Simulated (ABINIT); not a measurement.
# LiHF2 (R-3m): G0W0 in ABINIT against the plane-wave cutoff, part 2 of 2

How does the gap of LiHF2 (R-3m) converge in the plane-wave cutoff?

ABINIT 10.8.3; LDA and many-body steps on it, plane waves. Known limits of the many-body steps: not at the basis limit.

So far. Step 5 (Empty states on the mesh, 4×4×4 mesh, 26 bands): On this mesh the gap is 8.102 eV. Step 6 (Screening, 4×4×4 mesh, 22 bands, screening to 106.1 eV): Local fields lower ε∞ by 3 %.

### Step 8. Screening, 4×4×4 mesh, 22 bands, screening to 106.1 eV

This step: RPA screening on LDA, plane waves, norm-conserving pseudopotentials.

File run.abi:

```
acell 3*1.0 Angstrom
rprim 
  1.466983587415 0.846963369091 4.366688724100
  -1.466983587415 0.846963369091 4.366688724100
  0.000000000000 -1.693926738182 4.366688724100
ntypat 3
znucl 3 1 9
natom 4
typat 1 2 3 3
xred 
  0.000000000000 0.000000000000 0.000000000000
  0.500000000000 0.500000000000 0.500000000000
  0.413301880000 0.413301880000 0.413301880000
  0.586698120000 0.586698120000 0.586698120000
pp_dirpath "pseudos"
pseudos "Li.upf, H.upf, F.upf"
ecut 29
ngkpt 4 4 4
nshiftk 1
shiftk 0 0 0
kptopt 1
chksymbreak 0
istwfk *1
occopt 1
irdwfk 1
optdriver 3
nband 22
ecuteps 3.9
inclvkb 2
awtr 1
symchi 1
indata_prefix "in"
outdata_prefix "out"
tmpdata_prefix "tmp"
```

Started as:

```
OMP_NUM_THREADS=1 mpirun -n 4 abinit run.abi > log
```

Numbers of over 12 decimals in the logs are rounded to 6 here.

What it wrote:

```text
.Version 10.8.3 of ABINIT. v10.8.2 released Aug 2026.

 Symmetries : space group R-3 m (#166); Bravais hR (rhombohedral)
[... echo of the input left out ...]
== DATASET  1 ==================================================================
-   mpi_nproc: 4, omp_nthreads: 1 (-1 if OMP is not activated)

--- !DatasetInfo
iteration_state: {dtset: 1, }
dimensions: {natom: 4, nkpt: 13, mband: 22, nsppol: 1, nspinor: 1, nspden: 1, mpw: 1664, }
cutoff_energies: {ecut:  29.0, pawecutdg:  -1.0, }
electrons: {nelect:   1.80000000E+01, charge:   0.00000000E+00, occopt:   1.00000000E+00, tsmear:   1.00000000E-02, }

 SCREENING: Calculation of the susceptibility and dielectric matrices

 Based on a program developped by R.W. Godby, V. Olevano, G. Onida, and L. Reining.
 Incorporated in ABINIT by V. Olevano, G.-M. Rignanese, and M. Torrent.
.Using double precision arithmetic ; gwpc =  8

[... cell and pseudopotentials left out ...]
--------------------------------------------------------------------------------

 ==== K-mesh for the wavefunctions ====
 Number of points in the irreducible wedge :    13
[... list of points left out ...]
 Together with 12 symmetry operations and time-reversal symmetry
 yields    64 points in the full Brillouin Zone.

 ==== Q-mesh for the screening function ====
 Number of points in the irreducible wedge :    13
[... list of points left out ...]
 Together with 12 symmetry operations and time-reversal symmetry
 yields    64 points in the full Brillouin Zone.

 setmesh: FFT mesh size selected  =    30x   30x   30
          total number of points  =        27000

 vcoul_init : cutoff-mode = AUXILIARY_FUNCTION
 q-points for optical limit:   1
     1)      0.000010    0.000020    0.000030

- screening: taking advantage of time-reversal symmetry
- Maximum band index for partially occupied states nbvw = 9
- Remaining bands to be divided among processors   nbcw = 13
- Number of bands treated by each node ~3

 Number of electrons calculated from density =   18.0000; Expected =   18.0000
 average of density, n =  0.081937
 r_s =    1.4283
 omega_plasma =   27.6119 [eV]

 calculating chi0 at frequencies [eV] :
  1    0.000000E+00    0.000000E+00
  2    0.000000E+00    2.761194E+01

--------------------------------------------------------------------------------
  q-point number  1        q = ( 0.000000, 0.000000, 0.000000) [r.l.u.]
--------------------------------------------------------------------------------
[... chi0 elements left out ...]
 For q-point:  0.000010 0.000020 0.000030
  dielectric constant =   1.8631
  dielectric constant without local fields =   1.9215

  Average fulfillment of the sum rule on Im[epsilon] for q-point    1 :     22.65  [%]
[... wings left out ...]
  q-point number  2        q = ( 0.250000, 0.000000, 0.000000) [r.l.u.]
--------------------------------------------------------------------------------
[... chi0 elements left out ...]
  Average fulfillment of the sum rule on Im[epsilon] for q-point    2 :     32.14  [%]

 [... 11 further q-points ...]
```

Wall time 6.8 s (4 MPI ranks of Arm Neoverse V2, shared host); peak memory 0.56 GiB.

This step gave:

```
ε∞ with local fields, on this mesh, along the program's q direction : 1.863
the same without local fields                                       : 1.921
plasma frequency                                                    : 27.61 eV
plane waves in the screening matrix                                 : 85
```

### Step 9. 29 Ha

The self-energy is evaluated for the states that the input lists, and the levels follow from it, in one-shot runs by the linearised quasiparticle equation.

This step: G0W0 on LDA, plane waves, norm-conserving pseudopotentials.

Edit run.abi of step 8 so:

```diff
@@ -25,8 +25,17 @@
 irdwfk 1
-optdriver 3
+optdriver 4
 nband 22
+gwcalctyp 0
+ecutsigx 29
+symsigma 1
+nkptgw 2
+kptgw 
+  0.5000000000 0.5000000000 0.5000000000
+  0.0000000000 0.0000000000 0.0000000000
+bdgw 
+  8 11
+  8 11
 ecuteps 3.9
-inclvkb 2
-awtr 1
-symchi 1
+irdscr 1
+ppmodel 1
 indata_prefix "in"
```

What it wrote:

```text
.Version 10.8.3 of ABINIT. v10.8.2 released Aug 2026.

 Symmetries : space group R-3 m (#166); Bravais hR (rhombohedral)
[... echo of the input left out ...]
== DATASET  1 ==================================================================
-   mpi_nproc: 4, omp_nthreads: 1 (-1 if OMP is not activated)

--- !DatasetInfo
iteration_state: {dtset: 1, }
dimensions: {natom: 4, nkpt: 13, mband: 22, nsppol: 1, nspinor: 1, nspden: 1, mpw: 1664, }
cutoff_energies: {ecut:  29.0, pawecutdg:  -1.0, }
electrons: {nelect:   1.80000000E+01, charge:   0.00000000E+00, occopt:   1.00000000E+00, tsmear:   1.00000000E-02, }

 SIGMA: Calculation of the GW corrections

 Based on a program developped by R.W. Godby, V. Olevano, G. Onida, and L. Reining.
 Incorporated in ABINIT by V. Olevano, G.-M. Rignanese, and M. Torrent.
.Using double precision arithmetic ; gwpc =  8

[... cell and pseudopotentials left out ...]
--------------------------------------------------------------------------------

 ==== K-mesh for the wavefunctions ====
 Number of points in the irreducible wedge :    13
[... list of points left out ...]
 Together with 12 symmetry operations and time-reversal symmetry
 yields    64 points in the full Brillouin Zone.

 ==== Q-mesh for screening function ====
 Number of points in the irreducible wedge :    13
[... list of points left out ...]
 Together with 12 symmetry operations and time-reversal symmetry
 yields    64 points in the full Brillouin Zone.

 vcoul_init : cutoff-mode = AUXILIARY_FUNCTION
 q-points for optical limit:   1
     1)      0.000010    0.000020    0.000030
 setmesh: FFT mesh size selected  =    45x   45x   45
          total number of points  =        91125

 Number of electrons calculated from density =   18.0000; Expected =   18.0000
[...]
number of omega for Sigma on real axis              0
 max omega for Sigma on real axis  [eV]           0.00
 zcut for avoiding poles [eV]                     0.10

 EPSILON^-1 parameters (SCR file):
 dimension of the eps^-1 matrix on file             85
 dimension of the eps^-1 matrix used                85
 number of plane-waves for wavefunctions          1659
 number of bands                                    22
 number of q-points in IBZ                          13
 number of frequencies                               2
 number of real frequencies                          1
 number of imag frequencies                          1

 matrix elements of self-energy operator (all in [eV])

 Perturbative Calculation

--- !SelfEnergy_ee
iteration_state: {dtset: 1, }
kpoint     : [   0.500,    0.500,    0.500, ]
spin       : 1
KS_gap     :    8.985
QP_gap     :   14.209
Delta_QP_KS:    5.225
data: !SigmaeeData |
     Band     E0 <VxcDFT>   SigX SigC(E0)      Z dSigC/dE  Sig(E)    E-E0       E
        8  -2.772 -22.852 -30.957   4.976   0.830  -0.204 -25.450  -2.598  -5.370
        9  -2.772 -22.852 -30.957   4.976   0.830  -0.204 -25.450  -2.598  -5.370
       10   6.212 -10.489  -5.340  -2.232   0.900  -0.111  -7.862   2.627   8.839
[...]
--- !SelfEnergy_ee
iteration_state: {dtset: 1, }
kpoint     : [   0.000,    0.000,    0.000, ]
spin       : 1
KS_gap     :    8.303
QP_gap     :   13.443
Delta_QP_KS:    5.140
data: !SigmaeeData |
     Band     E0 <VxcDFT>   SigX SigC(E0)      Z dSigC/dE  Sig(E)    E-E0       E
[...]
10   5.326 -11.068  -6.057  -2.231   0.901  -0.110  -8.563   2.505   7.831
       11  10.033  -9.594  -3.786  -2.457   0.904  -0.106  -6.565   3.029  13.062

== END DATASET(S) ==============================================================
================================================================================

 -outvars: echo values of variables after computation  --------
           etotal      0.0000000000E+00
            nband          22
             nkpt          13
          spgroup         166
 [... the other variables as echoed above ...]

 Calculation completed.
```

The job ended after 2.4 s (4 MPI ranks; peak memory 0.17 GiB; 9.4 s of CPU time).

This step gave:

* G0W0 gap on the points computed: 13.20 eV
* starting gap on the mesh: 8.098 eV
* k of the valence top: 0.5, 0.5, 0.5
* k of the conduction bottom: 0, 0, 0
* Z at the valence top: 0.83
* Z at the conduction bottom: 0.901
* least direct G0W0 gap on the computed points: 13.44 eV

The gap on the mesh goes from 8.10 eV to 13.20 eV, a correction of +5.10 eV.

### Step 10. Screening, 4×4×4 mesh, 22 bands, screening to 106.1 eV

This step: RPA screening on LDA, plane waves, norm-conserving pseudopotentials.

Edit run.abi of step 9 so:

```diff
@@ -16,3 +16,3 @@
 pseudos "Li.upf, H.upf, F.upf"
-ecut 29
+ecut 36
 ngkpt 4 4 4
@@ -25,17 +25,8 @@
 irdwfk 1
-optdriver 4
+optdriver 3
 nband 22
-gwcalctyp 0
-ecutsigx 29
-symsigma 1
-nkptgw 2
-kptgw 
-  0.5000000000 0.5000000000 0.5000000000
-  0.0000000000 0.0000000000 0.0000000000
-bdgw 
-  8 11
-  8 11
 ecuteps 3.9
-irdscr 1
-ppmodel 1
+inclvkb 2
+awtr 1
+symchi 1
 indata_prefix "in"
```

What it wrote:

```text
.Version 10.8.3 of ABINIT. v10.8.2 released Aug 2026.

 Symmetries : space group R-3 m (#166); Bravais hR (rhombohedral)
[... echo of the input left out ...]
== DATASET  1 ==================================================================
-   mpi_nproc: 4, omp_nthreads: 1 (-1 if OMP is not activated)

--- !DatasetInfo
iteration_state: {dtset: 1, }
dimensions: {natom: 4, nkpt: 13, mband: 22, nsppol: 1, nspinor: 1, nspden: 1, mpw: 2290, }
cutoff_energies: {ecut:  36.0, pawecutdg:  -1.0, }
[...]
--------------------------------------------------------------------------------
[... chi0 elements left out ...]
 For q-point:  0.000010 0.000020 0.000030
  dielectric constant =   1.8616
  dielectric constant without local fields =   1.9196

  Average fulfillment of the sum rule on Im[epsilon] for q-point    1 :     22.63  [%]
[... wings left out ...]
  q-point number  2        q = ( 0.250000, 0.000000, 0.000000) [r.l.u.]
--------------------------------------------------------------------------------
[... chi0 elements left out ...]
  Average fulfillment of the sum rule on Im[epsilon] for q-point    2 :     32.07  [%]

 [... 11 further q-points ...]
```

Elapsed: 7 s, on 4 MPI ranks; peak memory 0.65 GiB.

This step gave:

```
ε∞ with local fields, on this mesh, along the program's q direction : 1.862
the same without local fields                                       : 1.920
plasma frequency                                                    : 27.61 eV
plane waves in the screening matrix                                 : 85
```

### Step 11. 36 Ha

This step: G0W0 on LDA, plane waves, norm-conserving pseudopotentials.

Edit run.abi of step 10 so:

```diff
@@ -25,8 +25,17 @@
 irdwfk 1
-optdriver 3
+optdriver 4
 nband 22
+gwcalctyp 0
+ecutsigx 36
+symsigma 1
+nkptgw 2
+kptgw 
+  0.5000000000 0.5000000000 0.5000000000
+  0.0000000000 0.0000000000 0.0000000000
+bdgw 
+  8 11
+  8 11
 ecuteps 3.9
-inclvkb 2
-awtr 1
-symchi 1
+irdscr 1
+ppmodel 1
 indata_prefix "in"
```

What it wrote:

```text
.Version 10.8.3 of ABINIT. v10.8.2 released Aug 2026.

 Symmetries : space group R-3 m (#166); Bravais hR (rhombohedral)
[... echo of the input left out ...]
== DATASET  1 ==================================================================
-   mpi_nproc: 4, omp_nthreads: 1 (-1 if OMP is not activated)

--- !DatasetInfo
iteration_state: {dtset: 1, }
dimensions: {natom: 4, nkpt: 13, mband: 22, nsppol: 1, nspinor: 1, nspden: 1, mpw: 2290, }
cutoff_energies: {ecut:  36.0, pawecutdg:  -1.0, }
[...]
Band     E0 <VxcDFT>   SigX SigC(E0)      Z dSigC/dE  Sig(E)    E-E0       E
[...]
10   5.338 -11.080  -6.071  -2.230   0.901  -0.110  -8.576   2.504   7.843
       11  10.038  -9.600  -3.792  -2.456   0.904  -0.106  -6.570   3.030  13.068

== END DATASET(S) ==============================================================
================================================================================

 -outvars: echo values of variables after computation  --------
           etotal      0.0000000000E+00
            nband          22
             nkpt          13
          spgroup         166
 [... the other variables as echoed above ...]

 Calculation completed.
```

It took 2.7 s on 4 MPI ranks; peak memory 0.2 GiB.

Numbers from this step:

| Item | Value |
| --- | --- |
| G0W0 gap on the points computed | 13.22 eV |
| starting gap on the mesh | 8.102 eV |
| k of the valence top | 0.5, 0.5, 0.5 |
| k of the conduction bottom | 0, 0, 0 |
| least direct G0W0 gap on the computed points | 13.46 eV |

Against the run before, the gap moves by +0.019 eV.

### Step 12. Screening, 4×4×4 mesh, 22 bands, screening to 106.1 eV

This step: RPA screening on LDA, plane waves, norm-conserving pseudopotentials.

Edit run.abi of step 11 so:

```diff
@@ -16,3 +16,3 @@
 pseudos "Li.upf, H.upf, F.upf"
-ecut 36
+ecut 45
 ngkpt 4 4 4
@@ -25,17 +25,8 @@
 irdwfk 1
-optdriver 4
+optdriver 3
 nband 22
-gwcalctyp 0
-ecutsigx 36
-symsigma 1
-nkptgw 2
-kptgw 
-  0.5000000000 0.5000000000 0.5000000000
-  0.0000000000 0.0000000000 0.0000000000
-bdgw 
-  8 11
-  8 11
 ecuteps 3.9
-irdscr 1
-ppmodel 1
+inclvkb 2
+awtr 1
+symchi 1
 indata_prefix "in"
```

What it wrote:

```text
.Version 10.8.3 of ABINIT. v10.8.2 released Aug 2026.

 Symmetries : space group R-3 m (#166); Bravais hR (rhombohedral)
[... echo of the input left out ...]
== DATASET  1 ==================================================================
-   mpi_nproc: 4, omp_nthreads: 1 (-1 if OMP is not activated)

--- !DatasetInfo
iteration_state: {dtset: 1, }
dimensions: {natom: 4, nkpt: 13, mband: 22, nsppol: 1, nspinor: 1, nspden: 1, mpw: 3198, }
cutoff_energies: {ecut:  45.0, pawecutdg:  -1.0, }
[...]
--------------------------------------------------------------------------------
[... chi0 elements left out ...]
 For q-point:  0.000010 0.000020 0.000030
  dielectric constant =   1.8616
  dielectric constant without local fields =   1.9197

  Average fulfillment of the sum rule on Im[epsilon] for q-point    1 :     22.63  [%]
[... wings left out ...]
  q-point number  2        q = ( 0.250000, 0.000000, 0.000000) [r.l.u.]
--------------------------------------------------------------------------------
[... chi0 elements left out ...]
  Average fulfillment of the sum rule on Im[epsilon] for q-point    2 :     32.08  [%]

 [... 11 further q-points ...]
```

Elapsed: 11 s, on 4 MPI ranks; peak memory 0.83 GiB; 44 s of CPU time.

This step gave:

* ε∞ with local fields, on this mesh, along the program's q direction: 1.862
* the same without local fields: 1.920
* plasma frequency: 27.61 eV
* plane waves in the screening matrix: 85

### Step 13. 45 Ha

This step: G0W0 on LDA, plane waves, norm-conserving pseudopotentials.

Edit run.abi of step 12 so:

```diff
@@ -25,8 +25,17 @@
 irdwfk 1
-optdriver 3
+optdriver 4
 nband 22
+gwcalctyp 0
+ecutsigx 45
+symsigma 1
+nkptgw 2
+kptgw 
+  0.5000000000 0.5000000000 0.5000000000
+  0.0000000000 0.0000000000 0.0000000000
+bdgw 
+  8 11
+  8 11
 ecuteps 3.9
-inclvkb 2
-awtr 1
-symchi 1
+irdscr 1
+ppmodel 1
 indata_prefix "in"
```

What it wrote:

```text
.Version 10.8.3 of ABINIT. v10.8.2 released Aug 2026.

 Symmetries : space group R-3 m (#166); Bravais hR (rhombohedral)
[... echo of the input left out ...]
== DATASET  1 ==================================================================
-   mpi_nproc: 4, omp_nthreads: 1 (-1 if OMP is not activated)

--- !DatasetInfo
iteration_state: {dtset: 1, }
dimensions: {natom: 4, nkpt: 13, mband: 22, nsppol: 1, nspinor: 1, nspden: 1, mpw: 3198, }
cutoff_energies: {ecut:  45.0, pawecutdg:  -1.0, }
[...]
Band     E0 <VxcDFT>   SigX SigC(E0)      Z dSigC/dE  Sig(E)    E-E0       E
[...]
10   5.339 -11.081  -6.073  -2.230   0.901  -0.110  -8.578   2.504   7.843
       11  10.038  -9.600  -3.792  -2.456   0.904  -0.106  -6.570   3.030  13.068

== END DATASET(S) ==============================================================
================================================================================

 -outvars: echo values of variables after computation  --------
           etotal      0.0000000000E+00
            nband          22
             nkpt          13
          spgroup         166
 [... the other variables as echoed above ...]

 Calculation completed.
```

Run time: 3.1 s. Hardware: 4 MPI ranks; peak memory 0.31 GiB.

Numbers from this step:

| Quantity | Value |
| --- | --- |
| G0W0 gap on the points computed | 13.22 eV |
| starting gap on the mesh | 8.102 eV |
| k of the valence top | 0.5, 0.5, 0.5 |
| k of the conduction bottom | 0, 0, 0 |
| least direct G0W0 gap on the computed points | 13.47 eV |

Against the run before, the gap moves by +0.005 eV.

### Step 14. Side by side

Times are wall times on 4 MPI ranks of Arm Neoverse V2, shared host, good to a factor of about two. A run's time includes the screening step that it read.

| run | mesh | bands | screening cutoff (eV) | DFT gap (eV) | gap on the mesh (eV) | direct (eV) | ε∞ used | time |
| --- | --- | --- | --- | --- | --- | --- | --- | --- |
| 22 Ha | 4×4×4 | 22 | 106.1 | 7.991 | 13.040 | 13.299 | 1.88 | 7.8 s |
| 29 Ha | 4×4×4 | 22 | 106.1 | 8.098 | 13.201 | 13.444 | 1.86 | 9.3 s |
| 36 Ha | 4×4×4 | 22 | 106.1 | 8.102 | 13.220 | 13.461 | 1.86 | 9.7 s |
| 45 Ha | 4×4×4 | 22 | 106.1 | 8.102 | 13.225 | 13.466 | 1.86 | 14 s |

### Step 15. Results

| Quantity | Value |
| --- | --- |
| 22 Ha | 13.040 eV |
| 29 Ha | 13.201 eV |
| 36 Ha | 13.220 eV |
| 45 Ha | 13.225 eV |
| known limits | not at the basis limit |

The setting moved: plane-wave cutoff. From 22 Ha to 45 Ha the gap moves by +0.19 eV. It holds to 0.03 eV from 29 Ha on. Bands and screening cutoff are coupled, so a series along one setting does not show full convergence. Bands and cutoff are finite, so the gap is not at the basis limit. The miss can reach some tenths of an eV and take either sign; the mesh is an error of its own. In the G0W0 runs levels were corrected at 2 k points alone, so a gap called «on the mesh» is the least over those, and an edge elsewhere would be missed.

[Paths, hosts, dates, memory and timing lines, banners, echoed tables and standing remarks are left out of the program output.]

[Logs are printed without paths, hosts, clocks, repeated set-up lines and the standing remarks that a program may print on its own settings, such as how far it seeks lower states.]

[Runs of the session that timed out or met a known fault of the program may be left out.]

[Hosts, paths, dates, database ids (printed as entryN), source tags and the programs' standing remarks are cut or masked in the printed files.]

[G0W0 gaps are taken among the corrected bands and points alone; a level outside them can change the order at an edge.]

[Where Ansatz stands beside ABINIT at settings called matched, ABINIT's density can come from a denser mesh and the files from another edition; pairs whose starting gaps differed by over 0.03 eV were left out, so agreement reads better than it is.]
